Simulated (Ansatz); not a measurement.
**BaTi2Bi2, from a guessed structure to a relaxed one**

This structure for BaTi2Bi2 is made up. Its elements were placed in a known structure type with a cell scaled to their sizes. What cell does the guess relax to, and how far off was it?

Program: Ansatz 0.2.0. Level of theory: DFT, PBE, plane-wave PAW, files of the set soft_1, scalar-relativistic, no spin, cell and ions relaxed at zero pressure; PAW set soft_1. Results are calculated unless marked as measured.

### 1. The starting structure

The structure is tetragonal, space group I4/mmm (No. 139). Conventional cell: a = 4.544 Å, b = 4.544 Å, c = 13.462 Å, α = 90.00°, β = 90.00°, γ = 90.00°. Nearest to Bi lie 4 Ti at 2.59 Å and 4 Ba at 3.85 Å. Nearest to Ba lie 8 Bi at 3.85 Å and 8 Ti at 4.06 Å. Nearest to Ti lie 4 Bi at 2.59 Å and 4 Ti at 3.21 Å and 4 Ba at 4.06 Å. Farther neighbours are not listed.

### 2. Relaxation of the guess

The guess takes its coordinates from another compound and its volume from a rule, so the cell and any free coordinates are relaxed together.

Contents of input.yaml:

```yaml
crystal:
  lattice:
    - [-2.272, 2.272, 6.731]
    - [2.272, -2.272, 6.731]
    - [2.272, 2.272, -6.731]
  atoms:
    - { symbol: Bi, position: [0.3428, 0.3428, 0.0] }
    - { symbol: Bi, position: [0.6572, 0.6572, 0.0] }
    - { symbol: Ba, position: [0.0, 0.0, 0.0] }
    - { symbol: Ti, position: [0.25, 0.75, 0.5] }
    - { symbol: Ti, position: [0.75, 0.25, 0.5] }
kpoints:
  mp_grid: { grid: [8, 8, 8] }
scf:
  occupations: { method: fermi_dirac, width: 0.05 }
hamiltonian:
  xc: pbe
  pseudopotentials: { kind: paw, azcp: { folder: soft_1 } }
relax:
  f_tol: 0.015
  max_steps: 70
  cell: {}
output:
  forces: true
  stress: true
```

Launch:

```console
ansatz run input.yaml --threads 4 --pin off --max-ram 10240MiB --backend cpu --events-out ev --progress --plain --runs-dir out
```

Numbers of over 12 decimals in the logs are rounded to 6 here.

The program printed:

```text
basis.fft_grid_basis auto: the FFT boxes are laid along the combinations [[1, 0, 1], [0, 1, 1], [0, 0, 1]] of the cell's own vectors, 4.544, 4.544 and 7.459 Å long. The dense box has 32×32×50 points. Along the cell's own vectors, as sized, it would have 50×50×50, 2.44 times as many. Of the 16 symmetry operations that the crystal satisfies within crystal.symmetry.tolerance (time reversal apart; of a slab, those that k [...]
Engine: ansatz 0.2.0, aarch64-unknown-linux-gnu
Pseudopotentials: kind: paw
Pseudopotential: Bi, paw, valence charge 15, recommended cutoff 420 eV (normal), soft_1/Bi.paw.azcp
Pseudopotential: Ba, paw, valence charge 10, recommended cutoff 420 eV (normal), soft_1/Ba.paw.azcp
Pseudopotential: Ti, paw, valence charge 12, recommended cutoff 420 eV (normal), soft_1/Ti.paw.azcp
Functional definition: PBE
  parameter kappa = 0.804
  parameter beta = 0.066725
  exchange = pbe_x(kappa = kappa, mu = beta*pi^2/3)
  correlation = pbe_c(beta = beta)
Crystal: 5 atoms, lattice volume = 138.981 Å³
Basis set: ecut = 420 eV, 2727 PW (Γ), FFT grids on a1+a3, a2+a3, a3, exchange–correlation on 64×64×100 points (8 copies of the dense FFT grid, shifted against one another)
Bands: 39, of which v1, the nominal top of the filled ones, is band 32 counted from 1 (31 counted from 0)
Symmetry: 16 space group operations
Space group: I4/mmm (ITA 139), of the structure as read, at distance tolerance 5.2e-5 Å
k-points: 59 of 512
Non-local potential: Bi, projectors of the file, l = 0: 2, l = 1: 2, l = 2: 2, l = 3: 1
Non-local potential: Ba, projectors of the file, l = 0: 3, l = 1: 2, l = 2: 2, l = 3: 2
Non-local potential: Ti, projectors of the file, l = 0: 3, l = 1: 2, l = 2: 3, l = 3: 1
PAW form: soft (Blöchl's): semilocal exchange-correlation on the pseudo side does not see the compensation charge
PAW one-centre angular grid: Bi, 590 points (default); XC on 64 Gauss nodes
PAW one-centre angular grid: Ba, 194 points (default); XC on 64 Gauss nodes
PAW one-centre angular grid: Ti, 590 points (default); XC on 64 Gauss nodes
Initial density: superposition of atomic densities (chi_scale 0.1, normalization cell, long waves kept (reshape's long-wave potential 0.01 eV rms))
Initial wavefunctions: pseudopotential atomic-orbital guess
Functional: x = pbe(κ = 0.804, μ = 0.219515), c = pbe(β = 0.066725)
SCF iter   1: F=—  HF=-35749.287098 eV  |F-HF|=—  |Δ(HF+E_count)|=         —  Δρ=4.99e-2  dr2=8.72e0  ethr=3.10e-3  ⟨swp⟩=7.6  Hψ=9590  notcnv=0
preconditioner: auto → Kerker (q_TF=auto, 2.398 Å⁻¹)  [metal: Δε(μ)=0.023 eV  Ē_g=13.410 eV  σ=0.050 eV  W_gap=0.11  n_scr=32 (ndim 8)  ℏωp=21.4 eV  f_vac=0.000  D(μ)=5.61/eV (n_scr^D=32)]
SCF iter   2: F=—  HF=-35748.000266 eV  |F-HF|=—  |Δ(HF+E_count)|=    1.29e0  Δρ=2.33e-2  dr2=2.03e0  ethr=3.10e-3  ⟨swp⟩=3.3  Hψ=4621  notcnv=0  defer=1
SCF iter   3: F=—  HF=-35747.570085 eV  |F-HF|=—  |Δ(HF+E_count)|=   4.30e-1  Δρ=6.21e-3  dr2=1.54e-1  ethr=3.10e-3  ⟨swp⟩=2.3  Hψ=3259  notcnv=0
SCF iter   4: F=—  HF=-35747.544954 eV  |F-HF|=—  |Δ(HF+E_count)|=   2.51e-2  Δρ=1.73e-3  dr2=9.49e-3  ethr=2.41e-4  ⟨swp⟩=3.0  Hψ=3862  notcnv=0
SCF iter   5: F=—  HF=-35747.545099 eV  |F-HF|=—  |Δ(HF+E_count)|=   1.44e-4  Δρ=7.53e-4  dr2=2.64e-3  ethr=1.48e-5  ⟨swp⟩=2.0  Hψ=3241  notcnv=0
SCF iter   6: F=—  HF=-35747.544993 eV  |F-HF|=—  |Δ(HF+E_count)|=   1.06e-4  Δρ=2.39e-4  dr2=2.50e-4  ethr=4.12e-6  ⟨swp⟩=2.0  Hψ=3014  notcnv=0
SCF iter   7: F=—  HF=-35747.544973 eV  |F-HF|=—  |Δ(HF+E_count)|=   1.96e-5  Δρ=7.74e-5  dr2=2.19e-5  ethr=3.91e-7  ⟨swp⟩=2.7  Hψ=3563  notcnv=0
SCF iter   8: F=—  HF=-35747.544927 eV  |F-HF|=—  |Δ(HF+E_count)|=   4.62e-5  Δρ=2.03e-5  dr2=1.23e-6  ethr=3.42e-8  ⟨swp⟩=2.0  Hψ=3062  notcnv=0
SCF iter   9: F=-35747.544927 eV  HF=-35747.544927 eV  |F-HF|=7.89e-9  |Δ(HF+E_count)|=   1.88e-8  Δρ=4.81e-6  dr2=3.27e-8  ethr=1.56e-10  ⟨swp⟩=3.0  Hψ=8984  notcnv=0
SCF 1 converged in 9 iterations: F = -35747.544927 eV  dr2 = 3.27e-8
  greatest PAW one-centre occupation: 0.999 electrons in one spin orbital (limit 2), on the Ti atom at site 4 (counted from 0), in its partial waves of l = 0
relax step   1: F+E_penalty+E_count = -35747.54492716 eV  Δ(F+E_penalty+E_count) = +0.000e0 eV  max|allowed force component| = 3.716e0 eV/Å  Δτ_max = 0.0000 Å  P = +12.102 GPa  Ω = 138.981 Å³  (9 SCF iters, dr2 threshold 1.00e-7 eV, accepted)
Crystal: 5 atoms, lattice volume = 146.829 Å³
Basis set: ecut = 420 eV, 2871 PW (Γ), FFT grids on a1+a3, a2+a3, a3, exchange–correlation on 64×64×100 points (8 copies of the dense FFT grid, shifted against one another)
Initial density: handed on by an earlier stage of this run
Initial wavefunctions: those handed on with the density
iter 1 solved again at ethr=8.54e-4 eV; its pass at ethr=3.10e-3 eV (dr2=5.47e-1 eV) is discarded
SCF iter   1: F=—  HF=-35748.955345 eV  |F-HF|=—  |Δ(HF+E_count)|=         —  Δρ=1.34e-2  dr2=5.52e-1  ethr=8.54e-4  ⟨swp⟩=1.0  Hψ=12177  notcnv=0
preconditioner: auto → Kerker (q_TF=auto, 2.376 Å⁻¹)  [metal: Δε(μ)=0.003 eV  Ē_g=7.389 eV  σ=0.050 eV  W_gap=0.02  n_scr=32 (ndim 8)  ℏωp=15.6 eV  f_vac=0.000  D(μ)=5.60/eV (n_scr^D=32)]
SCF iter   2: F=—  HF=-35748.904156 eV  |F-HF|=—  |Δ(HF+E_count)|=   5.12e-2  Δρ=5.89e-3  dr2=1.08e-1  ethr=8.54e-4  ⟨swp⟩=2.5  Hψ=3006  notcnv=0
SCF iter   3: F=—  HF=-35748.891060 eV  |F-HF|=—  |Δ(HF+E_count)|=   1.31e-2  Δρ=1.31e-3  dr2=4.07e-3  ethr=1.69e-4  ⟨swp⟩=2.2  Hψ=3054  notcnv=0
SCF iter   4: F=—  HF=-35748.890813 eV  |F-HF|=—  |Δ(HF+E_count)|=   2.46e-4  Δρ=2.69e-4  dr2=2.04e-4  ethr=6.36e-6  ⟨swp⟩=2.1  Hψ=3382  notcnv=0
SCF iter   5: F=—  HF=-35748.890752 eV  |F-HF|=—  |Δ(HF+E_count)|=   6.15e-5  Δρ=7.47e-5  dr2=1.65e-5  ethr=3.19e-7  ⟨swp⟩=2.0  Hψ=2805  notcnv=0
SCF iter   6: F=—  HF=-35748.890753 eV  |F-HF|=—  |Δ(HF+E_count)|=   8.55e-7  Δρ=1.67e-5  dr2=6.13e-7  ethr=2.57e-8  ⟨swp⟩=2.0  Hψ=2895  notcnv=0
SCF iter   7: F=-35748.890753 eV  HF=-35748.890753 eV  |F-HF|=4.38e-8  |Δ(HF+E_count)|=   9.93e-8  Δρ=6.45e-6  dr2=1.23e-7  ethr=7.81e-10  ⟨swp⟩=4.0  Hψ=6845  notcnv=0
SCF 2 converged in 7 iterations: F = -35748.890753 eV  dr2 = 1.23e-7
relax step   2: F+E_penalty+E_count = -35748.89075279 eV  Δ(F+E_penalty+E_count) = -1.346e0 eV  max|allowed force component| = 1.479e0 eV/Å  Δτ_max = 0.1950 Å  P = +2.578 GPa  Ω = 146.829 Å³  energy of the carried Pulay correction = -1.166e-3 eV  (7 SCF iters, dr2 threshold 5.00e-7 eV, accepted)
Crystal: 5 atoms, lattice volume = 144.356 Å³
Basis set: ecut = 420 eV, 2807 PW (Γ), FFT grids on a1+a3, a2+a3, a3, exchange–correlation on 64×64×100 points (8 copies of the dense FFT grid, shifted against one another)
[...]
SCF 3 converged in 7 iterations: F = -35749.268400 eV  dr2 = 8.11e-8
relax step   3: F+E_penalty+E_count = -35749.26839972 eV  Δ(F+E_penalty+E_count) = -3.776e-1 eV  max|allowed force component| = 1.335e-1 eV/Å  Δτ_max = 0.1948 Å  P = +0.491 GPa  Ω = 144.356 Å³  energy of the carried Pulay correction = -8.056e-4 eV  (7 SCF iters, dr2 threshold 5.00e-7 eV, accepted)
[...]
relax step   4: F+E_penalty+E_count = -35749.34539011 eV  Δ(F+E_penalty+E_count) = -7.699e-2 eV  max|allowed force component| = 3.385e-1 eV/Å  Δτ_max = 0.0470 Å  P = -0.809 GPa  Ω = 146.351 Å³  energy of the carried Pulay correction = -1.097e-3 eV  (7 SCF iters, dr2 threshold 5.00e-7 eV, accepted)
[...]
relax step   5: F+E_penalty+E_count = -35749.37052614 eV  Δ(F+E_penalty+E_count) = -2.514e-2 eV  max|allowed force component| = 1.607e-1 eV/Å  Δτ_max = 0.0264 Å  P = -0.774 GPa  Ω = 147.159 Å³  energy of the carried Pulay correction = -1.214e-3 eV  (6 SCF iters, dr2 threshold 5.00e-7 eV, accepted)
[...]
relax step   6: F+E_penalty+E_count = -35749.38072165 eV  Δ(F+E_penalty+E_count) = -1.020e-2 eV  max|allowed force component| = 2.175e-2 eV/Å  Δτ_max = 0.0126 Å  P = +0.258 GPa  Ω = 144.875 Å³  energy of the carried Pulay correction = -8.819e-4 eV  (6 SCF iters, dr2 threshold 5.00e-7 eV, accepted)
[...]
relax step   7: F+E_penalty+E_count = -35749.38116908 eV  Δ(F+E_penalty+E_count) = -4.474e-4 eV  max|allowed force component| = 2.736e-3 eV/Å  Δτ_max = 0.0004 Å  P = +0.003 GPa  Ω = 145.539 Å³  energy of the carried Pulay correction = -9.790e-4 eV  (6 SCF iters, dr2 threshold 2.06e-7 eV, accepted)
[...]
relax step   8: F+E_penalty+E_count = -35749.38291836 eV  Δ(F+E_penalty+E_count) = -1.749e-3 eV  max|allowed force component| = 2.689e-3 eV/Å  Δτ_max = 0.0000 Å  P = +0.020 GPa  Ω = 145.539 Å³  stress off target by 6.67e-2 GPa  SCF on the basis re-selected at this cell (its energy is not comparable with the rows above)  (7 SCF iters)
[...]
relax step   9: F+E_penalty+E_count = -35749.38296484 eV  Δ(F+E_penalty+E_count) = -4.647e-5 eV  max|allowed force component| = 4.522e-4 eV/Å  Δτ_max = 0.0009 Å  P = +0.002 GPa  Ω = 145.619 Å³  energy of the carried Pulay correction = -9.377e-6 eV  (6 SCF iters, dr2 threshold 1.11e-8 eV, accepted)
iter 1 solved again at ethr=1.70e-6 eV; its pass at ethr=3.10e-3 eV (dr2=1.09e-3 eV) is discarded
SCF iter   1: F=—  HF=-35749.382927 eV  |F-HF|=—  |Δ(HF+E_count)|=         —  Δρ=1.69e-5  dr2=1.24e-8  ethr=1.70e-6  ⟨swp⟩=3.0  Hψ=14750  notcnv=0
eigensolver tolerance schedule: the retry pair's looser diagonalisation over-reported the residual by 87937.37 of it (diagonalisation noise at an unbounded share of the residual, at the tolerance the schedule requests for it); recorded, not acted on — ethr = c·dr2/N_el stays at c = 1.0e-1
preconditioner: auto → Kerker (q_TF=auto, 2.379 Å⁻¹)  [metal: Δε(μ)=0.007 eV  Ē_g=7.096 eV  σ=0.050 eV  W_gap=0.04  n_scr=32 (ndim 8)  ℏωp=15.7 eV  f_vac=0.000  D(μ)=6.52/eV (n_scr^D=50)]
SCF iter   2: F=—  HF=-35749.382972 eV  |F-HF|=—  |Δ(HF+E_count)|=   4.52e-5  Δρ=8.53e-6  dr2=3.16e-9  ethr=1.93e-11  ⟨swp⟩=3.6  Hψ=5728  notcnv=0
SCF iter   3: F=—  HF=-35749.382973 eV  |F-HF|=—  |Δ(HF+E_count)|=   1.06e-6  Δρ=1.11e-6  dr2=2.95e-10  ethr=4.93e-12  ⟨swp⟩=2.0  Hψ=2943  notcnv=0
SCF iter   4: F=—  HF=-35749.382973 eV  |F-HF|=—  |Δ(HF+E_count)|=   1.71e-8  Δρ=1.80e-7  dr2=9.83e-11  ethr=1.00e-12  ⟨swp⟩=1.1  Hψ=2304  notcnv=0
iter 5 did not close the SCF: its close was put off for the readings that it lacked (scf_convergence_deferred on its scf_iter line)
SCF iter   5: F=-35749.382973 eV  HF=-35749.382973 eV  |F-HF|=7.28e-12  |Δ(HF+E_count)|=  1.02e-10  Δρ=6.23e-8  dr2=1.27e-11  ethr=1.00e-12  ⟨swp⟩=1.0  Hψ=2301  notcnv=0
iter 6 did not close the SCF: its close was put off for the readings that it lacked (scf_convergence_deferred on its scf_iter line)
SCF iter   6: F=-35749.382973 eV  HF=-35749.382973 eV  |F-HF|=2.18e-11  |Δ(HF+E_count)|=    0.00e0  Δρ=1.88e-8  dr2=8.07e-13  ethr=1.00e-12  ⟨swp⟩=1.0  Hψ=2301  notcnv=0
iter 7 did not close the SCF: its close was put off for the readings that it lacked (scf_convergence_deferred on its scf_iter line)
SCF iter   7: F=-35749.382973 eV  HF=-35749.382973 eV  |F-HF|=0.00e0  |Δ(HF+E_count)|=  1.46e-11  Δρ=5.50e-9  dr2=5.54e-14  ethr=1.00e-12  ⟨swp⟩=1.0  Hψ=2301  notcnv=0
iter 8 did not close the SCF: its close was put off for the readings that it lacked (scf_convergence_deferred on its scf_iter line)
SCF iter   8: F=-35749.382973 eV  HF=-35749.382973 eV  |F-HF|=7.28e-12  |Δ(HF+E_count)|=    0.00e0  Δρ=1.98e-9  dr2=1.03e-14  ethr=1.00e-12  ⟨swp⟩=1.0  Hψ=2301  notcnv=0
SCF iter   9: F=-35749.382973 eV  HF=-35749.382973 eV  |F-HF|=7.28e-12  |Δ(HF+E_count)|=    0.00e0  Δρ=6.02e-10  dr2=6.61e-16  ethr=1.00e-12  ⟨swp⟩=1.0  Hψ=4838  notcnv=0
SCF 10 converged in 9 iterations: F = -35749.382973 eV  dr2 = 6.61e-16
relax step  10: F+E_penalty+E_count = -35749.38297329 eV  Δ(F+E_penalty+E_count) = -8.453e-6 eV  max|allowed force component| = 4.551e-4 eV/Å  Δτ_max = 0.0000 Å  P = +0.002 GPa  Ω = 145.619 Å³  stress off target by 4.02e-3 GPa  SCF on the basis re-selected at this cell (its energy is not comparable with the rows above)  (9 SCF iters)
basis re-selected at this cell: Δ(F+E_penalty+E_count) = -8.453e-6 eV, ΔP = -0.000 GPa vs the last step (what re-selecting the basis moved, of the pressure what is left beyond the Pulay correction that the steps carried, after the strain that the cell walked since its last selection, with what the two solves' SCF thresholds leave and, on support functions, any second-order correction that the steps lacked; it is no m [...]
SCF converged after 9 iterations
Free energy (F): -35749.382973 eV
Harris-Foulkes:  -35749.382973 eV  (|F-HF|=7.28e-12)
Internal energy: -35749.329727 eV  (E = F + TS)
E sigma→0 (E₀):  -35749.356350 eV
Entropy (-TS):   -0.053246 eV (-10.649 meV/atom)
Fermi energy:    10.641377 eV
--- Per-component energies (eV) ---
  E_band       = -599.784298
  E_kinetic    = 1232.541436
  E_local      = -5716.708623  (includes V_loc(G=0)·N_el)
  E_nonlocal   = 1031.578233
  E_hartree    = 2258.158136
  E_xc         = -729.897882
  E_vxc        = -677.054192  (∫ρ·V_xc dr)
  E_paw        = -28611.989034  (= ΣΔE_a)
  E_vpaw       = -986.457679  (= ΣTr[D̂ρ^β])
  E_aug_tail   = 0.000257  (compensation charges beyond the density's cutoff)
  E_ewald      = -5213.012249
  E_smearing   = -0.053246  (= −TS)
  E_closure    = -0.000000  (closes the sum)
  Σ components = -35749.382973   (vs F -35749.382973, Δ=0.00e0)
--- Forces (eV/Å), atoms counted from 1 ---
  atom   1  Bi     0.00000000     0.00000000    -0.00045511
  atom   2  Bi     0.00000000     0.00000000     0.00045511
  atom   3  Ba    -0.00000000    -0.00000000     0.00000000
  atom   4  Ti     0.00000000    -0.00000000     0.00000000
  atom   5  Ti     0.00000000     0.00000000     0.00000000
  max |Σ_I F_I| component: 5.20e-18 eV/Å
--- Stress (GPa, compression-positive) ---
        0.000926      -0.000000       0.000000
       -0.000000       0.000926       0.000000
        0.000000      -0.000000       0.004017
  P = ⅓ Tr σ = 0.0020 GPa (0.020 kbar)
--- Relaxed structure (8 steps of the walk, 8 accepted, 2 SCFs on fresh bases) ---
  F+E_penalty+E_count = -35749.38297329 eV   max|allowed force component| = 4.551e-4 eV/Å   (the final SCF, on the basis selected at the relaxed cell)
  cell:  # Å, volume = 145.6194 Å³
    - [-2.203225, 2.203225, 7.499656]
    - [2.203225, -2.203225, 7.499656]
    - [2.203225, 2.203225, -7.499656]
  atoms:
    - { symbol: Bi, position: [0.372251, 0.372251, 0] }
    - { symbol: Bi, position: [0.627749, 0.627749, 0] }
    - { symbol: Ba, position: [-3.100711903186148e-19, -3.100711903186146e-19, 0] }
    - { symbol: Ti, position: [0.25, 0.750000, 0.500000] }
    - { symbol: Ti, position: [0.750000, 0.25, 0.500000] }
```

Wall time 38 s (4 threads of Arm Neoverse V2, shared host); peak memory 0.79 GiB; 2.4 min of CPU time.

Relaxation path:

```csv
step,energy less that of the first step (eV),largest force component (eV/Å),pressure (GPa),volume (Å³)
1,0.0000,3.7159,12.10,138.98
2,-1.3458,1.4789,2.58,146.83
3,-1.7235,0.1335,0.49,144.36
4,-1.8005,0.3385,-0.81,146.35
5,-1.8256,0.1607,-0.77,147.16
6,-1.8358,0.0218,0.26,144.87
7,-1.8362,0.0027,0.00,145.54
8*,-1.8380,0.0027,0.02,145.54
9,-1.8380,0.0005,0.00,145.62
10*,-1.8380,0.0005,0.00,145.62
```

Relaxation steps marked * repeat the geometry before them on a plane-wave basis chosen anew for their cell, so energy and pressure can jump there.

The run keeps the 16 symmetry operations that it works with, so distortions that break them were not tested.

```csv
"conventional cell, symmetrised",before,after,change
a (Å),4.544,4.406,-3.0 %
b (Å),4.544,4.406,-3.0 %
c (Å),13.462,14.999,+11.4 %
volume (Å³/atom),27.80,29.12,+4.8 %
```

The atoms that moved most (Å, as changes of fractional coordinates times the final cell):

```csv
atom,dx,dy,dz,length
Bi2,0.000,0.000,-0.442,0.442
Bi1,0.000,0.000,0.442,0.442
```

Final coordinates:

```cif
data_structure
_symmetry_space_group_name_H-M 'P 1'
_symmetry_Int_Tables_number 1
_cell_length_a 8.1212
_cell_length_b 8.1212
_cell_length_c 8.1212
_cell_angle_alpha 148.517
_cell_angle_beta 148.517
_cell_angle_gamma 45.122
_cell_volume 145.62
loop_
_atom_site_label
_atom_site_type_symbol
_atom_site_fract_x
_atom_site_fract_y
_atom_site_fract_z
_atom_site_occupancy
Bi1 Bi 0.37225 0.37225 0.00000 1
Bi2 Bi 0.62775 0.62775 0.00000 1
Ba3 Ba 0.00000 0.00000 0.00000 1
Ti4 Ti 0.25000 0.75000 0.50000 1
Ti5 Ti 0.75000 0.25000 0.50000 1
```

Numbers from this step:

* free energy: -35749.3830 eV
* energy at zero smearing: -35749.3564 eV
* smearing term TS: 0.05325 eV
* Fermi energy: 10.64 eV
* electrons: 64
* symmetry operations: 16
* pressure: 0.001957 GPa

Shortest distances by pair of elements, guess and relaxed (not always the same contact):

```csv
pair,guess (Å),relaxed (Å)
Bi–Ti,2.593,2.866
Ti–Ti,3.213,3.116
Ba–Bi,3.847,3.658
Bi–Bi,4.070,3.832
Ba–Ti,4.061,4.349
```

The relaxation ends with a largest force component of 4.6e-4 eV/Å and a pressure of 0.00 GPa.

### 3. Outcome

```
space group, relaxed : I4/mmm
conventional cell    : a = 4.406, b = 4.406, c = 14.999 Å; α = 90.0°, β = 90.0°, γ = 90.0°
volume per atom      : 29.12 Å³ (guess 27.80)
```

BaTi2Bi2 relaxes to I4/mmm with a = 4.406, b = 4.406 and c = 14.999 Å. The guessed volume was 5 % too small. The space group I4/mmm was held in the relaxation, so the end point is a stationary structure within it and may be a saddle against distortions or other arrangements. Mesh and cutoff weren't tested. A vector of the cell changed its length by 9 %, more than the volume shows. Spin-orbit coupling is left out, which can matter for elements this heavy. No dispersion term is used, so weakly bound directions may come out too long. The runs have no spin, and magnetism wasn't tested. Nothing here tests whether the compound is stable against decomposition.

[Logs are printed without paths, hosts, clocks, repeated set-up lines and the standing remarks that a program may print on its own settings, such as how far it seeks lower states.]

[Hosts, paths, dates, database ids (printed as entryN), source tags and the programs' standing remarks are cut or masked in the printed files.]
